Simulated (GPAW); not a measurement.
# Near-edge structure at the Te K edge of YTe (P-6m2), part 3 of 3

What does one-electron theory with a core hole give for the Te K edge of YTe (P-6m2)?

GPAW 26.7.0; X-ray absorption from dipole matrix elements to empty bands, plane-wave PAW LDA.

So far. Step 5 (Spectrum with XCH, Te atom 1): Main maxima below 27 eV (height): 7.0 eV (1.18) and 23.8 eV (1.14).  Step 6 (Spectrum with FCH, Te atom 1): The scaled spectrum changes by 1 % r.m.s. The highest intensity below 24 eV goes from 7.0 eV (1.18) to 7.2 eV (1.18).

### Step 8. Spectrum with XCH, Te atom 1

A smaller cell brings the holes closer; here they are 4.1 Å apart.

Changed against the first core-hole run: supercell atoms from 6 to 2; the field's mesh follows (4×4×4 to 6×6×6).

File xas.py:

```python
import numpy as np
from ase import Atoms
from ase.parallel import parprint, paropen
from gpaw import GPAW, PW, FermiDirac, Mixer, MixerDif, setup_paths
from gpaw.test import gen
setup_paths.insert(0, '.')
gen('Te', name='fch1s', xcname='LDA', corehole=(1, 0, 1), write_xml=True)
from gpaw.mpi import world
world.barrier()

atoms = Atoms('TeY',
    cell=[[0, 0, 4.06166601],
     [4.10909385, 0, 0],
     [-2.05454693, 3.55857966, 0]],
    scaled_positions=[[0.5, 0.33333333, 0.66666667],
     [0, 0, 0]],
    pbc=True)
atoms.calc = calc = GPAW(legacy_gpaw=True, mode=PW(430, force_complex_dtype=True), xc='LDA', setups={0: 'fch1s'},
    kpts={'size': (6, 6, 6), 'gamma': True}, occupations=FermiDirac(0.1),
    charge=-1, mixer=Mixer(0.1, 5, 50), maxiter=150,
    convergence={'density': 0.0001, 'eigenstates': 1e-6}, txt='scf.txt')
energy = atoms.get_potential_energy() + calc.get_reference_energy()
ef = calc.get_fermi_level()
out = dict(energy=energy, fermi=ef, forces=atoms.get_forces().tolist())
parprint(f'all-electron energy {energy:.4f} eV, Fermi level {ef:.4f} eV')
ev = np.array([[calc.get_eigenvalues(k, s) for k in range(len(calc.get_ibz_k_points()))] for s in range(calc.get_number_of_spins())])
out['homo'], out['lumo'], out['counts'] = ev[ev < ef].max(), ev[ev > ef].min(), sorted(set((ev < ef).sum((0, 2)).tolist()))
out['filled'] = (ev[:, 0] < ef).sum(1).tolist()

from ase.units import Ha
from gpaw.xas import dipole_matrix_elements
nb = int(calc.get_number_of_electrons() / 2) + 44
top = nb
nscf = calc.fixed_density(kpts={'size': (6, 7, 7), 'gamma': True},
    convergence={'eigenstates': 1.0}, txt='nscf.txt')
nscf.diagonalize_full_hamiltonian(nbands=nb)
cell = atoms.cell.array
ops = [cell.T @ U.T @ np.linalg.inv(cell.T) for U in nscf.wfs.kd.symmetry.op_scc]
E = np.arange(-6, 34, 0.1)
fwhm = np.interp(E, [4, 25], [9.89, 9.89])
Y, X, zero, highest = 0, 0, 1e9, 1e9
for spin in range(nscf.get_number_of_spins()):
    wfs = nscf.wfs
    A = dipole_matrix_elements(wfs.setups[0])
    eps = np.zeros((wfs.kd.nibzkpts, nb))
    d = np.zeros((3, A.shape[1], wfs.kd.nibzkpts, nb), complex)
    for kpt in wfs.kpt_u:
        if kpt.s == spin and 0 in kpt.P_ani:
            eps[kpt.k] = kpt.eps_n * Ha
            d[:, :, kpt.k] = (kpt.weight * wfs.nspins / 2) ** 0.5 * np.inner(A, kpt.P_ani[0])
    world.sum(eps)
    world.sum(d)
    T = np.einsum('amkn,bmkn->abkn', d, d.conj()).real
    T = sum(np.einsum('ai,ijkn,bj->abkn', R, T, R) for R in ops) / len(ops)
    empty = eps > ef
    zero, highest = min(zero, eps[empty].min()), min(highest, eps[:, top - 1].min())
    lines = [(eps, T, empty)] if spin == 0 else lines + [(eps, T, empty)]
for eps, T, empty in lines:
    f = np.einsum('aakn->akn', T).reshape(3, -1)
    x = eps.ravel() - zero
    w = np.interp(x, E, fwhm) / 2.35482
    g = np.exp(-0.5 * ((E[:, None] - x) / w) ** 2) / (w * (2 * np.pi) ** 0.5)
    Y = Y + (f * empty.ravel()) @ g.T
    X = X + (f * ~empty.ravel()) @ g.T
out.update(E=E.round(2).tolist(), xas=Y.tolist(), xes=X.tolist(), zero=zero, valid=highest - zero, nk=len(eps), nb=nb)
for i in range(0, len(E), 10):
    parprint(f'{E[i]:7.2f}', *(f'{v:10.3e}' for v in Y[:, i]))
import json
with paropen('out.json', 'w') as f:
    json.dump(out, f)
```

The run is started by

```sh
OMP_NUM_THREADS=1 mpirun -n 2 gpaw python xas.py
```

Numbers of over 12 decimals in the logs are rounded to 6 here.

The program printed:

```text
Input parameters:
  charge: -1
  convergence: {density: 0.0001,
                eigenstates: 1e-06}
  kpts: {gamma: True,
         size: (6, 6, 6)}
  maxiter: 150
  mixer: {backend: pulay,
          beta: 0.1,
          method: separate,
          nmaxold: 5,
          weight: 50}
  mode: {ecut: 430.0,
         force_complex_dtype: True,
         name: pw}
  occupations: {fixmagmom: False,
[...]
*p    :     0.428194
*d    :     0.000000
--------------------------------

Diagonalizing with gridspacing h=0.050

state   all-electron     PAW
-------------------------------
5s:      -0.963070    -0.968339
5p:      -0.571806    -0.574561
*d:                   -0.150635
*f:                   -0.022715
-------------------------------
all-electron energy -244760.7664 eV, Fermi level 8.5617 eV
[...]
32.00  8.618e-09  8.618e-09  8.354e-09
  33.00  7.747e-09  7.747e-09  7.457e-09
[key lines of the parts left out:]
Converged after 15 iterations.
Dipole moment: (-2.360710, 1.362957, 0.000000) |e|*Ang
Free energy:    -20.561479
Fermi level: 8.56166
```

Elapsed: 3 min, on 2 MPI ranks of Arm Neoverse V2, shared host; peak memory 0.4 GiB; 5.9 min of CPU time.

These settings depart from the first run's and aren't meant as converged.

The scaled spectrum changes by 6 % r.m.s. The highest intensity below 24 eV goes from 7.0 eV (1.18) to 6.0 eV (1.16).

```
E (eV)  first run  this run
  -2.0       0.32      0.41
  -0.5       0.50      0.60
   1.0       0.70      0.80
   2.5       0.89      0.98
   4.0       1.05      1.10
   5.5       1.15      1.16
   7.0       1.18      1.15
   8.5       1.15      1.09
  10.0       1.09      1.01
  11.5       1.02      0.94
  13.0       0.96      0.91
  14.5       0.93      0.91
  16.0       0.94      0.94
  17.5       0.97      1.00
  19.0       1.02      1.06
  20.5       1.08      1.11
  22.0       1.12      1.13
  23.5       1.14      1.11
  25.0       1.13      1.07
  26.5       1.10      1.00
  28.0       1.04      0.92
  29.5       0.98      0.84
  31.0       0.92      0.74
```

### Step 9. What the core hole does

Both curves are counted from their own zero, so only the shift of weight within the empty states shows.

```
E (eV)  no hole   XCH
  -2.0     0.28  0.32
  -1.0     0.38  0.44
   0.0     0.50  0.56
   1.0     0.63  0.70
   2.0     0.76  0.83
   3.0     0.89  0.95
   4.0     1.00  1.05
   5.0     1.10  1.12
   6.0     1.17  1.17
   7.0     1.20  1.18
   8.0     1.21  1.17
   9.0     1.20  1.13
  10.0     1.16  1.09
  11.0     1.12  1.04
  12.0     1.07  1.00
  13.0     1.01  0.96
  14.0     0.97  0.94
  15.0     0.94  0.93
  16.0     0.93  0.94
  17.0     0.93  0.96
  18.0     0.94  0.99
  19.0     0.96  1.02
  20.0     0.99  1.06
  21.0     1.03  1.09
  22.0     1.06  1.12
  23.0     1.09  1.14
  24.0     1.10  1.14
  25.0     1.11  1.13
  26.0     1.11  1.11
  27.0     1.09  1.08
  28.0     1.05  1.04
  29.0     1.01  1.00
  30.0     0.96  0.96
  31.0     0.90  0.92
  32.0     0.83  0.88
```

With each curve scaled to its own mean, the area from −2 to 6 eV with the hole is 6.4 against 6.0, and the centre of weight from −1 to 20 eV moves by -0.1 eV (first and strongest maxima below 20 eV: 7.8 eV (1.21) without the hole, 7.0 eV (1.18) with it), a small effect on these measures.

### Step 10. Summary of results

```yaml
absorber_and_edge: Te K, atom 1 of the ground-state input (counted from 1)
surroundings: 6 Y at 3.12 Å (trigonal prismatic, site symmetry -6m2)
highest_intensity_below_24_ev: 7.0 eV above the zero, height 1.18
```

In words: The Te K edge of atom 1, with 6 Y at 3.12 Å (trigonal prismatic, site symmetry -6m2), has its highest intensity of the first 24 eV at 7.0 eV above the zero, 1.2 times the mean level of the first 20 eV (Gaussian full width 9.89 eV). With each curve scaled to its own mean, the area from −2 to 6 eV with the hole is 6.4 against 6.0, and the centre of weight from −1 to 20 eV moves by -0.1 eV (first and strongest maxima below 20 eV: 7.8 eV (1.21) without the hole, 7.0 eV (1.18) with it), a small effect on these measures. Changing the core hole to FCH alters the shape by 1 % r.m.s., so the result is insensitive to this choice. A cell with holes 4.1 Å apart changes the curve by 6 % r.m.s. (2 % after the best shift). The script folds with a Gaussian, whereas the core hole's own line is a Lorentzian, so the onset is too steep and the first peak too high. The primitive cell holds an odd number of electrons, so a spin-paired run has to come out metallic; that is right for a metal, but some such compounds are magnetic or distorted insulators. The holes are only 5.8 Å apart, so the shape is probably not converged with cell size; no larger cell was run here. The structure is a computed Materials Project entry and may be a hypothetical form.

[Banner, clock and machine lines of the logs are left out without a mark of their own.]

[Logs are printed without paths, hosts, clocks, repeated set-up lines and the standing remarks that a program may print on its own settings, such as how far it seeks lower states.]

[Hosts, paths, dates, database ids (printed as entryN), source tags and the programs' standing remarks are cut or masked in the printed files.]

[Lists of maxima count a maximum above −3 eV only where it reaches 4 % of the highest in the window and stands out from its surroundings by 2 % of it (1.5 % where it reaches 55 %); shoulders and weaker maxima are passed over, and of the rest the first, up to two pre-edge ones and the few strongest are named.]
